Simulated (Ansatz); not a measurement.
# H-capped Sn nanowire along [110] (24 atoms): a short ab initio trajectory

Wanted: a short trajectory of H-capped Sn nanowire along [110] (24 atoms) with its pair distributions.

Program: Ansatz 0.2.0. Level of theory: Kohn-Sham DFT, PBE, PAW (set soft_2), plane waves. Results are calculated unless marked as measured.

## 1. The starting structure

The cell holds 24 atoms: 8 Sn and 16 H. Cell: a = 13.597 Å, b = 12.792 Å, c = 18.354 Å, α = 90.0°, β = 90.0°, γ = 90.0°. It derives from Sn (diamond-structure). Round section of size parameter 3.53 Å cut from diamond-structure Sn (a = 6.489 Å) along [110], 4 periods, broken bonds capped with H, 10 Å of vacuum. Regions: wire, 8 atoms (8 Sn); hydrogen, 16 atoms (16 H). Vacuum lies along a and b. The structure repeats along c.

What the set-up can't give: Sampling is at Γ alone, for a cell whose periodic width is 18 Å.

## 2. Dynamics started at 300 K

A Nosé–Hoover thermostat steers the temperature while disturbing the dynamics little. The time step is 0.5 fs, short enough for the stretching of bonds to hydrogen.

The input, input.yaml:

```yaml
crystal:
  lattice:
    - [13.59679, 0.0, 0.0]
    - [0.0, 12.79242, 0.0]
    - [0.0, 0.0, 18.35366]
  atoms:
    - { symbol: Sn, position: [0.44087, 0.50027, 0.00123] }
    - { symbol: Sn, position: [0.55955, 0.49939, 0.12735] }
    - { symbol: Sn, position: [0.44194, 0.49864, 0.25116] }
    - { symbol: Sn, position: [0.56041, 0.49925, 0.374] }
    [... 14 atom lines left out ...]
    - { symbol: H, position: [0.63263, 0.39285, 0.62656] }
    - { symbol: H, position: [0.63189, 0.60888, 0.62501] }
    - { symbol: H, position: [0.36704, 0.6095, 0.74959] }
    - { symbol: H, position: [0.36811, 0.391, 0.75128] }
    - { symbol: H, position: [0.63276, 0.61119, 0.87585] }
    - { symbol: H, position: [0.63278, 0.39049, 0.87419] }
kpoints:
  mp_grid: { grid: [1, 1, 1] }
hamiltonian:
  xc: pbe
scf:
  occupations: { method: fermi_dirac, width: 0.025 }
output:
  forces: true
md:
  timestep: 0.5
  n_steps: 176
  ensemble: nvt_nose_hoover
  temperature: 300
  initial_velocities: maxwell_boltzmann
  seed: 5951
```

Started as:

```
$ ansatz run input.yaml --threads 4 --pin off --max-ram 8192MiB --backend cpu --events-out ev --progress --plain --runs-dir out
```

Run time: 8.1 min. Hardware: 4 threads of Arm Neoverse V2, shared host; peak memory 1.8 GiB.

The program notes that it switched symmetry off.

Rows from the run:

| time (fs) | T (K) | potential (meV/atom) | conserved (meV/atom) |
| --- | --- | --- | --- |
| 0.0 | 300 | 0.0 | 0.00 |
| 6.0 | 196 | 12.9 | 0.06 |
| 11.5 | 197 | 12.8 | 0.02 |
| 17.5 | 184 | 14.6 | 0.02 |
| 23.5 | 164 | 17.2 | 0.06 |
| 29.5 | 222 | 10.3 | 0.02 |
| 35.0 | 173 | 16.7 | 0.05 |
| 41.0 | 135 | 21.8 | 0.06 |
| 47.0 | 190 | 15.3 | 0.02 |
| 53.0 | 172 | 18.0 | 0.05 |
| 58.5 | 176 | 18.1 | 0.06 |
| 64.5 | 224 | 12.9 | 0.03 |
| 70.5 | 224 | 13.7 | 0.07 |
| 76.5 | 239 | 12.8 | 0.05 |
| 82.0 | 225 | 15.3 | 0.05 |
| 88.0 | 193 | 20.2 | 0.08 |

Mean square displacement from the first frame to the last: Sn 0.024 Å², H 0.16 Å².

Positions (Å) and forces (eV/Å) at 88.0 fs:

```xyz
24
Lattice="13.597 0.000 0.000 0.000 12.792 0.000 0.000 0.000 18.354" Properties=species:S:1:pos:R:3:forces:R:3 pbc="T T T"
Sn    5.973    6.330    0.071    1.107    0.709   -0.196
Sn    7.663    6.230    2.273    0.635   -0.076    0.162
Sn    6.068    6.441    4.576    0.608    0.080   -0.069
Sn    7.681    6.199    6.898   -0.003   -0.084    0.164
Sn    5.976    6.419    9.174    1.387    0.426   -0.153
Sn    7.545    6.650   11.470   -0.346    0.950   -0.421
Sn    5.999    6.514   13.714   -0.113   -0.295    0.526
Sn    7.514    6.374   16.100   -1.247    0.416   -0.207
H     5.199    4.909   18.656   -0.896   -1.069    0.046
H     5.058    7.715   18.707   -0.447    0.315   -0.002
H     8.926    7.464    2.235   -0.319   -0.276    0.080
H     8.512    4.688    2.398   -0.174    0.334   -0.069
H     5.279    7.959    4.504   -0.124    0.153    0.118
H     4.874    5.216    4.535   -0.138   -0.142    0.082
H     8.495    4.631    6.911   -0.226    0.405    0.018
H     8.936    7.431    7.086   -0.377   -0.316   -0.111
H     5.051    5.126    9.596   -0.823   -0.864    0.036
H     5.170    7.896    9.261   -0.449    0.382   -0.160
H     8.888    5.697   11.459    0.849   -0.915    0.120
H     8.311    8.199   11.515   -0.087    0.158   -0.009
H     4.838    7.778   13.794    0.083    0.244    0.047
H     4.951    5.158   13.637   -0.029   -0.270   -0.004
H     8.396    7.798   16.147    0.457    0.558    0.064
H     8.515    5.081   16.333    0.671   -0.826   -0.061
```

The mean square displacement by time lag:

| time lag (fs) | H (Å²) | Sn (Å²) |
| --- | --- | --- |
| 0.5 | 1.0e-4 | 5.2e-6 |
| 2.0 | 0.00160 | 8.1e-5 |
| 4.0 | 0.00601 | 3.1e-4 |
| 5.5 | 0.0106 | 5.6e-4 |
| 9.5 | 0.0244 | 0.00144 |
| 11.0 | 0.0293 | 0.00183 |
| 13.0 | 0.0355 | 0.00240 |
| 15.0 | 0.0418 | 0.00304 |
| 16.5 | 0.0470 | 0.00358 |
| 18.5 | 0.0549 | 0.00438 |
| 20.0 | 0.0616 | 0.00502 |
| 24.0 | 0.0801 | 0.00683 |
| 25.5 | 0.0860 | 0.00749 |
| 27.5 | 0.0920 | 0.00831 |
| 29.5 | 0.0954 | 0.00909 |
| 31.0 | 0.0965 | 0.00965 |
| 33.0 | 0.0966 | 0.0104 |
| 34.5 | 0.0962 | 0.0110 |
| 38.5 | 0.0957 | 0.0127 |
| 40.0 | 0.0959 | 0.0134 |
| 42.0 | 0.0959 | 0.0143 |
| 44.0 | 0.0949 | 0.0151 |

The drift taken off is the plain mean over atoms, not the centre of mass, so with hydrogen in the cell the heavy atoms' values at short lags are too large.

Over the second half of 88 fs the temperature averages 208 K with swings of 34 K r.m.s. The conserved energy stays within 0.08 meV/atom. From first frame to last H has the largest mean square displacement, 0.16 Å² at the end; the farthest move is 0.73 Å. The mean temperature of 208 K lies well off the 300 K of the input, so the thermostat hasn't yet brought the run to equilibrium. The run spans 0.09 ps, too short for its means to be equilibrium values.

## 3. Local order late in the run

The g(r) is a mean over the second half.

Mean of 14 frames; normalised to the volume that the atoms fill. Pair distribution functions g(r), in bins of 0.1 Å:

| r (Å) | total | H-H | H-Sn | Sn-Sn |
| --- | --- | --- | --- | --- |
| 1.55 | 0.00 | 0.00 | 0.00 | 0.00 |
| 1.65 | 1.78 | 0.00 | 4.00 | 0.00 |
| 1.75 | 6.19 | 0.00 | 13.90 | 0.00 |
| 1.85 | 0.44 | 0.00 | 0.99 | 0.00 |
| 1.95 | 0.00 | 0.00 | 0.00 | 0.00 |
| 2.05 | 0.00 | 0.00 | 0.00 | 0.00 |
| 2.15 | 0.00 | 0.00 | 0.00 | 0.00 |
| 2.25 | 0.00 | 0.00 | 0.00 | 0.00 |
| 2.35 | 0.00 | 0.00 | 0.00 | 0.00 |
| 2.45 | 0.00 | 0.00 | 0.00 | 0.00 |
| 2.55 | 0.07 | 0.15 | 0.00 | 0.00 |
| 2.65 | 0.34 | 0.54 | 0.00 | 0.85 |
| 2.75 | 1.30 | 1.54 | 0.00 | 5.56 |
| 2.85 | 1.25 | 1.10 | 0.00 | 6.83 |
| 2.95 | 0.26 | 0.29 | 0.00 | 1.17 |
| 3.05 | 0.02 | 0.06 | 0.00 | 0.00 |
| 3.15 | 0.00 | 0.00 | 0.00 | 0.00 |
| 3.25 | 0.00 | 0.00 | 0.00 | 0.00 |
| 3.35 | 0.00 | 0.00 | 0.00 | 0.00 |
| 3.45 | 0.09 | 0.00 | 0.21 | 0.00 |
| 3.55 | 0.21 | 0.00 | 0.48 | 0.00 |
| 3.65 | 0.62 | 0.00 | 1.40 | 0.00 |
| 3.75 | 1.36 | 0.00 | 3.07 | 0.00 |
| 3.85 | 0.94 | 0.07 | 2.04 | 0.00 |
| 3.95 | 0.38 | 0.18 | 0.67 | 0.00 |
| 4.05 | 0.19 | 0.26 | 0.15 | 0.00 |
| 4.15 | 0.14 | 0.31 | 0.00 | 0.00 |
| 4.25 | 0.38 | 0.86 | 0.00 | 0.00 |
| 4.35 | 0.42 | 0.95 | 0.00 | 0.00 |
| 4.45 | 0.47 | 1.02 | 0.04 | 0.00 |
| 4.55 | 0.74 | 0.80 | 0.09 | 3.09 |
| 4.65 | 0.53 | 0.45 | 0.21 | 2.16 |
| 4.75 | 0.55 | 0.46 | 0.75 | 0.14 |
| 4.85 | 0.75 | 0.32 | 1.37 | 0.00 |
| 4.95 | 0.69 | 0.41 | 1.14 | 0.00 |
| 5.05 | 0.69 | 0.75 | 0.80 | 0.00 |
| 5.15 | 0.53 | 0.99 | 0.19 | 0.00 |
| 5.25 | 0.38 | 0.75 | 0.10 | 0.00 |
| 5.35 | 0.23 | 0.48 | 0.04 | 0.00 |
| 5.45 | 0.14 | 0.31 | 0.00 | 0.00 |
| 5.55 | 0.11 | 0.26 | 0.00 | 0.00 |
| 5.65 | 0.06 | 0.13 | 0.00 | 0.00 |
| 5.75 | 0.03 | 0.08 | 0.00 | 0.00 |
| 5.85 | 0.02 | 0.05 | 0.00 | 0.00 |

## 4. Single point at the last frame

The last frame is solved again with fuller output, to read the electronic structure of a thermally displaced geometry.

The input, input.yaml:

```yaml
crystal:
  lattice:
    - [13.59679, 0.0, 0.0]
    - [0.0, 12.79242, 0.0]
    - [0.0, 0.0, 18.35366]
  atoms:
    - { symbol: Sn, position: [0.43931, 0.49481, 0.00386] }
    - { symbol: Sn, position: [0.56361, 0.48704, 0.12382] }
    - { symbol: Sn, position: [0.4463, 0.50348, 0.2493] }
    - { symbol: Sn, position: [0.56492, 0.48461, 0.37585] }
    [... 14 atom lines left out ...]
    - { symbol: H, position: [0.65366, 0.44535, 0.62432] }
    - { symbol: H, position: [0.61124, 0.64094, 0.62739] }
    - { symbol: H, position: [0.35584, 0.60802, 0.75157] }
    - { symbol: H, position: [0.36411, 0.40319, 0.74304] }
    - { symbol: H, position: [0.61752, 0.60961, 0.87975] }
    - { symbol: H, position: [0.62626, 0.39716, 0.88992] }
kpoints:
  mp_grid: { grid: [1, 1, 1] }
hamiltonian:
  xc: pbe
scf:
  occupations: { method: fermi_dirac, width: 0.025 }
output:
  forces: true
  populations: true
  dos:
    method: { smearing: { sigma: 0.08 } }
    de: 0.1
    projected:
      site_lists:
        H: [H]
        Sn: [Sn]
        wire: [0, 1, 2, 3, 4, 5, 6, 7]
        hydrogen: [8, 9, 10, 11, 12, 13, 14, 15, 16, 17, 18, 19, 20, 21, 22, 23]
  eigenvalues: true
  write_density: true
  write_potential: true
  volumetric_format: npy
```

It took 8 s on 4 threads; peak memory 1.7 GiB; 29 s of CPU time.

The program notes that the exchange-correlation potential is rough where the density is thin.

Read from the output:

```
free energy                                      : -48440.7186 eV
free energy per atom                             : -2018.3633 eV/atom
SCF cycles                                       : 7
r.m.s. force component                           : 0.478 eV/Å
longest force                                    : 1.458 eV/Å
Fermi energy                                     : -2.956 eV
gap (highest filled to lowest empty level) : 2.359 eV
spilling of the projection                       : 0.006275
```

Length of the force by element:

| element | coordination | atoms | mean length of the force (eV/Å) | spread | least | most |
| --- | --- | --- | --- | --- | --- | --- |
| H | all | 16 | 0.608 | 0.390 | 0.180 | 1.40 |
| Sn | all | 8 | 0.911 | 0.426 | 0.184 | 1.46 |

Löwdin charges by element (they lack the spilled electrons, 0.033 e an atom on average):

| element | coordination | atoms | mean charge (e) | spread | least | most |
| --- | --- | --- | --- | --- | --- | --- |
| H | all | 16 | -0.0955 | 0.0064 | -0.108 | -0.0873 |
| Sn | all | 8 | 0.291 | 0.0143 | 0.263 | 0.312 |

By region:

| region | atoms | mean length of the force (eV/Å) |
| --- | --- | --- |
| wire | 8 | 0.911 |
| hydrogen | 16 | 0.608 |

States in the cell by windows of 1 eV, zero at the Fermi level; the larger projections on atomic orbitals stand beside the total:

| from (eV) | to (eV) | total | wire | Sn p | H s | hydrogen | Sn s |
| --- | --- | --- | --- | --- | --- | --- | --- |
| -14 | -10 | 0.0 | 0.0 | 0.0 | 0.0 | 0.0 | 0.0 |
| -10 | -9 | 6.0 | 4.6 | 0.4 | 1.3 | 1.3 | 4.2 |
| -9 | -8 | 4.0 | 2.9 | 0.5 | 1.1 | 1.1 | 2.4 |
| -8 | -7 | 5.9 | 3.7 | 0.9 | 2.2 | 2.2 | 2.8 |
| -7 | -6 | 0.1 | 0.0 | 0.0 | 0.0 | 0.0 | 0.0 |
| -6 | -5 | 0.0 | 0.0 | 0.0 | 0.0 | 0.0 | 0.0 |
| -5 | -4 | 7.0 | 3.1 | 3.1 | 3.7 | 3.7 | 0.0 |
| -4 | -3 | 13.5 | 6.6 | 6.4 | 6.7 | 6.7 | 0.1 |
| -3 | -2 | 9.5 | 7.0 | 6.6 | 2.3 | 2.3 | 0.4 |
| -2 | -1 | 2.0 | 2.0 | 2.0 | 0.0 | 0.0 | 0.0 |
| -1 | 1 | 0.0 | 0.0 | 0.0 | 0.0 | 0.0 | 0.0 |
| 1 | 2 | 2.0 | 1.9 | 1.1 | 0.1 | 0.1 | 0.8 |
| 2 | 3 | 13.0 | 8.0 | 5.6 | 3.2 | 3.2 | 2.4 |
| 3 | 4 | 19.3 | 7.7 | 6.4 | 4.5 | 4.5 | 1.3 |

The curve was stored every 0.100 eV, coarse against its broadening of 0.08 eV, so these counts are rough.

Between -22 and -14 eV lie 80 more states.

The levels nearest the highest filled one (over half full), pooled over k-points and spins:

| level less the highest filled one (eV) | occupation |
| --- | --- |
| -1.81 | 2 |
| -1.72 | 2 |
| -1.56 | 2 |
| -1.51 | 2 |
| -1.29 | 2 |
| 0 | 2 |
| 2.36 | 0 |
| 3.43 | 0 |
| 3.62 | 0 |
| 3.79 | 0 |
| 3.84 | 0 |
| 3.95 | 0 |

Mean Löwdin charges: H -0.10, Sn +0.29 e (they miss 0.63 % of the electrons, so they add up to more than the cell's charge). Charges this small depend on the projection, at times even in sign. The largest share in the top eV of filled states is Sn p (99 % of the projected weight), and in the lowest eV of empty states Sn p (54 % of the projected weight).

## 5. Outcome

* mean temperature, second half: 208.4 K
* temperature swing, second half: 34.13 K
* slope of the conserved energy against time, by least squares: 0.1147 meV/atom/ps
* free energy per atom: -2018.3633 eV/atom
* r.m.s. force component: 0.478 eV/Å
* gap (highest filled to lowest empty level): 2.359 eV
* wall time of the 2 DFT runs: 8.2 min

In words: Over the second half of 88 fs the temperature averages 208 K with swings of 34 K r.m.s. The conserved energy stays within 0.08 meV/atom. The mean temperature of 208 K lies well off the 300 K of the input, so the thermostat hasn't yet brought the run to equilibrium. The run spans 0.09 ps, too short for its means to be equilibrium values. The highest filled and lowest empty levels differ by 2.36 eV at Γ alone; the mesh holds the band edges only if they fold onto it, so the gap at this level can be narrower or closed, and states at the surface or the caps may set it.

[Logs are printed without paths, hosts, clocks, repeated set-up lines and the standing remarks that a program may print on its own settings, such as how far it seeks lower states.]

[Hosts, paths, dates, database ids (printed as entryN), source tags and the programs' standing remarks are cut or masked in the printed files.]
